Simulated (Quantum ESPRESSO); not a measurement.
# Canted and collinear textures of NiO, part 2 of 2

Aim: see whether a non-collinear arrangement of the moments of NiO lies under the collinear ones.

Quantum ESPRESSO 7.5; LDA; plane waves with GBRV 1.5 LDA potentials, no spin-orbit coupling.

So far, absolute magnetization (μB): step 3 (start 2: random 2) 5.06.

**4. Start 3: two sublattices 30 degrees apart**

The input, pw.in:

```
&CONTROL
  calculation = 'scf'
  prefix = 'pwscf'
  outdir = './tmp'
  pseudo_dir = './pseudo'
  disk_io = 'nowf'
/
&SYSTEM
  ibrav = 0
  celldm(1) = 8
  nat = 8
  ntyp = 3
  ecutwfc = 34
  ecutrho = 238
  nbnd = 122
  occupations = 'smearing'
  smearing = 'fd'
  degauss = 0.00734986
  noncolin = .true.
  starting_magnetization(1) = 0.1111
  angle1(1) = 90
  angle2(1) = 0
  starting_magnetization(2) = 0.1111
  angle1(2) = 90
  angle2(2) = 29.999
  starting_magnetization(3) = 0
/
&ELECTRONS
  conv_thr = 8d-08
  electron_maxstep = 150
  mixing_beta = 0.3
/
ATOMIC_SPECIES
Ni1    58.6934 ni_lda_v1.4.uspp.F.UPF
Ni2    58.6934 ni_lda_v1.4.uspp.F.UPF
O      15.9990 o_lda_v1.2.uspp.F.UPF
CELL_PARAMETERS alat
   0.0000000000000    0.9854457062883    0.9854457062883
   0.9854457062883    0.0000000000000    0.9854457062883
   0.4927228531442    0.4927228531442    0.0000000000000
ATOMIC_POSITIONS crystal
Ni1     0.0000000000    0.0000000000    0.0000000000
Ni2     0.0000000000    0.5000000000    0.0000000000
Ni1     0.5000000000    0.0000000000    0.0000000000
Ni2     0.5000000000    0.5000000000    0.0000000000
O       0.2500000000    0.2500000000    0.5000000000
O       0.2500000000    0.7500000000    0.5000000000
O       0.7500000000    0.2500000000    0.5000000000
O       0.7500000000    0.7500000000    0.5000000000
K_POINTS automatic
3 3 6 0 0 0
```

The run is started by

```
$ OMP_NUM_THREADS=1 mpirun -n 4 pw.x -nk 4 -in pw.in > pw.out
```

What it wrote:

```text
     [... lines left out ...]
Program PWSCF v.7.5 starts
     [... lines left out ...]
     number of atoms/cell      =            8
     [... lines left out ...]
     number of electrons       =        96.00
     number of Kohn-Sham states=          122
     kinetic-energy cutoff     =      34.0000  Ry
     charge density cutoff     =     238.0000  Ry
     scf convergence threshold =      8.0E-08
     [... lines left out ...]
     Noncollinear calculation without spin-orbit
     [... lines left out ...]
      2 Sym. Ops., with inversion, found
     [... lines left out ...]
     number of k points=    28  Fermi-Dirac smearing, width (Ry)=  0.0073
     [... lines left out ...]
     iteration #110     ecut=    34.00 Ry     beta= 0.30
     [... lines left out ...]
     atom number    1 relative position :    0.0000   0.0000   0.0000
     [... lines left out ...]
     magnetization :         -0.000692    0.000140   -0.000001
     [... lines left out ...]
     atom number    2 relative position :    0.4927   0.0000   0.4927
[...]
magnetization :         -0.000300   -0.000376    0.000006
[...]
atom number    3 relative position :    0.0000   0.4927   0.4927
[...]
magnetization :          0.000772   -0.000898   -0.000005
[...]
atom number    4 relative position :    0.4927   0.4927   0.9854
[...]
magnetization :          0.000724   -0.000885    0.000003
     [... lines left out ...]
     atom number    5 relative position :    0.4927   0.4927   0.4927
     [... lines left out ...]
     magnetization :         -0.000106   -0.000067    0.000000
     [... lines left out ...]
     atom number    6 relative position :    0.9854   0.4927   0.9854
     [... lines left out ...]
     magnetization :         -0.000104   -0.000063    0.000000
     [... lines left out ...]
     atom number    7 relative position :    0.4927   0.9854   0.9854
     [... lines left out ...]
     magnetization :         -0.000104   -0.000063    0.000000
     [... lines left out ...]
     atom number    8 relative position :    0.9854   0.9854   1.4782
     [... lines left out ...]
     magnetization :         -0.000106   -0.000067    0.000000
     [... lines left out ...]
     the Fermi energy is    13.7683 ev
!    total energy              =   -1501.50135187 Ry
     estimated scf accuracy    <       0.00000008 Ry
     smearing contrib. (-TS)   =      -0.01482419 Ry
     [... lines left out ...]
     total magnetization       =     0.00    -0.00     0.00 Bohr mag/cell
     absolute magnetization    =     0.00 Bohr mag/cell
     convergence has been achieved in 110 iterations
```

The job ended after 13 min (4 MPI ranks of Arm Neoverse V1, shared host; peak memory 0.68 GiB; 54 min of CPU time).

Spin moment in the atom's sphere by atom:

| atom | x (μB) | y (μB) | z (μB) | size |
| --- | --- | --- | --- | --- |
| Ni1 | -0.0007 | 0.0001 | 0.0000 | 0.0007 |
| Ni2 | -0.0003 | -0.0004 | 0.0000 | 0.0005 |
| Ni3 | 0.0008 | -0.0009 | 0.0000 | 0.0012 |
| Ni4 | 0.0007 | -0.0009 | 0.0000 | 0.0011 |
| O5 | -0.0001 | -0.0001 | 0.0000 | 0.0001 |
| O6 | -0.0001 | -0.0001 | 0.0000 | 0.0001 |
| O7 | -0.0001 | -0.0001 | 0.0000 | 0.0001 |
| O8 | -0.0001 | -0.0001 | 0.0000 | 0.0001 |

Read from the output:

| Quantity | Value |
| --- | --- |
| smearing term TS | 0.2017 eV |
| magnetization | 0, 0, 0 μB |
| absolute magnetization | 0 μB |
| final state | non-magnetic |

**5. Start 4: 90 degrees in a plane in turn**

pw.in: that of step 4 with these lines changed.

```diff
@@ -11,3 +11,3 @@
   nat = 8
-  ntyp = 3
+  ntyp = 5
   ecutwfc = 34
@@ -21,7 +21,13 @@
   angle1(1) = 90
-  angle2(1) = 0
+  angle2(1) = 45
   starting_magnetization(2) = 0.1111
   angle1(2) = 90
-  angle2(2) = 29.999
-  starting_magnetization(3) = 0
+  angle2(2) = 135
+  starting_magnetization(3) = 0.1111
+  angle1(3) = 90
+  angle2(3) = -135
+  starting_magnetization(4) = 0.1111
+  angle1(4) = 90
+  angle2(4) = -45
+  starting_magnetization(5) = 0
 /
@@ -35,2 +41,4 @@
 Ni2    58.6934 ni_lda_v1.4.uspp.F.UPF
+Ni3    58.6934 ni_lda_v1.4.uspp.F.UPF
+Ni4    58.6934 ni_lda_v1.4.uspp.F.UPF
 O      15.9990 o_lda_v1.2.uspp.F.UPF
@@ -43,4 +51,4 @@
 Ni2     0.0000000000    0.5000000000    0.0000000000
-Ni1     0.5000000000    0.0000000000    0.0000000000
-Ni2     0.5000000000    0.5000000000    0.0000000000
+Ni3     0.5000000000    0.0000000000    0.0000000000
+Ni4     0.5000000000    0.5000000000    0.0000000000
 O       0.2500000000    0.2500000000    0.5000000000
```

What it wrote:

```text
     [... lines left out ...]
Program PWSCF v.7.5 starts
     [... lines left out ...]
     number of atoms/cell      =            8
     [... lines left out ...]
     number of electrons       =        96.00
     number of Kohn-Sham states=          122
     kinetic-energy cutoff     =      34.0000  Ry
     charge density cutoff     =     238.0000  Ry
     scf convergence threshold =      8.0E-08
     [... lines left out ...]
     Noncollinear calculation without spin-orbit
     [... lines left out ...]
      2 Sym. Ops., with inversion, found
     [... lines left out ...]
     number of k points=    28  Fermi-Dirac smearing, width (Ry)=  0.0073
     [... lines left out ...]
     iteration # 22     ecut=    34.00 Ry     beta= 0.30
     [... lines left out ...]
     atom number    1 relative position :    0.0000   0.0000   0.0000
     [... lines left out ...]
     magnetization :         -0.000119    1.143125   -0.000125
     [... lines left out ...]
     atom number    2 relative position :    0.4927   0.0000   0.4927
[...]
magnetization :          0.000548    1.143134    0.000017
[...]
atom number    3 relative position :    0.0000   0.4927   0.4927
[...]
magnetization :         -0.000861   -1.143140   -0.000016
[...]
atom number    4 relative position :    0.4927   0.4927   0.9854
[...]
magnetization :          0.000116   -1.143120    0.000126
     [... lines left out ...]
     atom number    5 relative position :    0.4927   0.4927   0.4927
     [... lines left out ...]
     magnetization :          0.000019    0.000001    0.000000
     [... lines left out ...]
     atom number    6 relative position :    0.9854   0.4927   0.9854
     [... lines left out ...]
     magnetization :         -0.000050   -0.000000   -0.000000
     [... lines left out ...]
     atom number    7 relative position :    0.4927   0.9854   0.9854
     [... lines left out ...]
     magnetization :         -0.000050   -0.000000   -0.000000
     [... lines left out ...]
     atom number    8 relative position :    0.9854   0.9854   1.4782
     [... lines left out ...]
     magnetization :          0.000019    0.000001    0.000000
     [... lines left out ...]
     the Fermi energy is    13.8728 ev
!    total energy              =   -1501.53269219 Ry
     estimated scf accuracy    <       0.00000002 Ry
     smearing contrib. (-TS)   =      -0.00386388 Ry
     [... lines left out ...]
     total magnetization       =    -0.00     0.00     0.00 Bohr mag/cell
     absolute magnetization    =     5.04 Bohr mag/cell
     convergence has been achieved in  22 iterations
```

It took 3.2 min on 4 MPI ranks; peak memory 0.7 GiB.

Spin moment in the atom's sphere by atom:

| atom | x (μB) | y (μB) | z (μB) | size |
| --- | --- | --- | --- | --- |
| Ni1 | 0.00 | 1.14 | 0.00 | 1.14 |
| Ni2 | 0.00 | 1.14 | 0.00 | 1.14 |
| Ni3 | 0.00 | -1.14 | 0.00 | 1.14 |
| Ni4 | 0.00 | -1.14 | 0.00 | 1.14 |
| O5 | 0.00 | 0.00 | 0.00 | 0.00 |
| O6 | 0.00 | 0.00 | 0.00 | 0.00 |
| O7 | 0.00 | 0.00 | 0.00 | 0.00 |
| O8 | 0.00 | 0.00 | 0.00 | 0.00 |

Numbers from this step:

```yaml
smearing_term_ts: 0.05257 eV
magnetization: 0, 0, 0 μB
absolute_magnetization: 5.035 μB
final_state: antiferromagnetic
```

**6. Ranking**

States with no site moment of 0.15 μB are listed as non-magnetic. Textures, by row:

| start | final state | energy over the lowest (meV a seeded atom) | smallest moment (μB) | largest moment (μB) | net moment (μB a cell) | angles to the first moment (degrees) |
| --- | --- | --- | --- | --- | --- | --- |
| collinear parallel | non-magnetic | 106.7 | 0 | 0.00159 | 0 | - |
| random 2 | non-collinear | 0 | 1.143 | 1.143 | 7.33e-4 | 45 135 180 |
| two sublattices 30 degrees apart | non-magnetic | 106.7 | 0 | 0.001184 | 0.00228 | - |
| 90 degrees in a plane in turn | antiferromagnetic | 0.08706 | 1.143 | 1.143 | 0 | 0 180 |

**7. What came out**

| Quantity | Value |
| --- | --- |
| lowest start | random 2 |
| its final state | non-collinear |
| its moments | 1.14 μB |
| its net moment | 7.3e-4 μB a cell |

What this shows: The best non-collinear state lies 0.087 meV a seeded atom under the best collinear one, too little to tell them apart. The mesh is coarse, so differences of some ten meV can be noise where moments are itinerant. Directions relax slowly, so a converged state can be a saddle point, above all where symmetry holds it. Without spin–orbit coupling only the angles between moments matter. The parallel start nearly lost its moments. The cell holds only so many moments, so longer spirals cannot form in it. Energies are free energies at an electronic temperature of 1160 K, which lowers moments and differences where the moments are itinerant. No Hubbard term acts here. In such compounds local and semilocal functionals without one often delocalise the d electrons, and can shrink or lose moments and miss the size, sign and order of the couplings. The cutoff lies under the 40 Ry that these files are usually run at. The smearing term is large for its width, so states at the Fermi level are partly filled: at this level the cell is a metal or has a gap of a few widths at most.

[Logs and program files are shortened in this print: banners, set-up blocks, solver, clock and traceback lines can be left out without a mark of their own.]

[Logs are printed without paths, hosts, clocks, repeated set-up lines and the standing remarks that a program may print on its own settings, such as how far it seeks lower states.]

[Hosts, paths, dates, database ids (printed as entryN), source tags and the programs' standing remarks are cut or masked in the printed files.]

[Where a cell is said to come from a database of computed structures, the database is the Materials Project.]
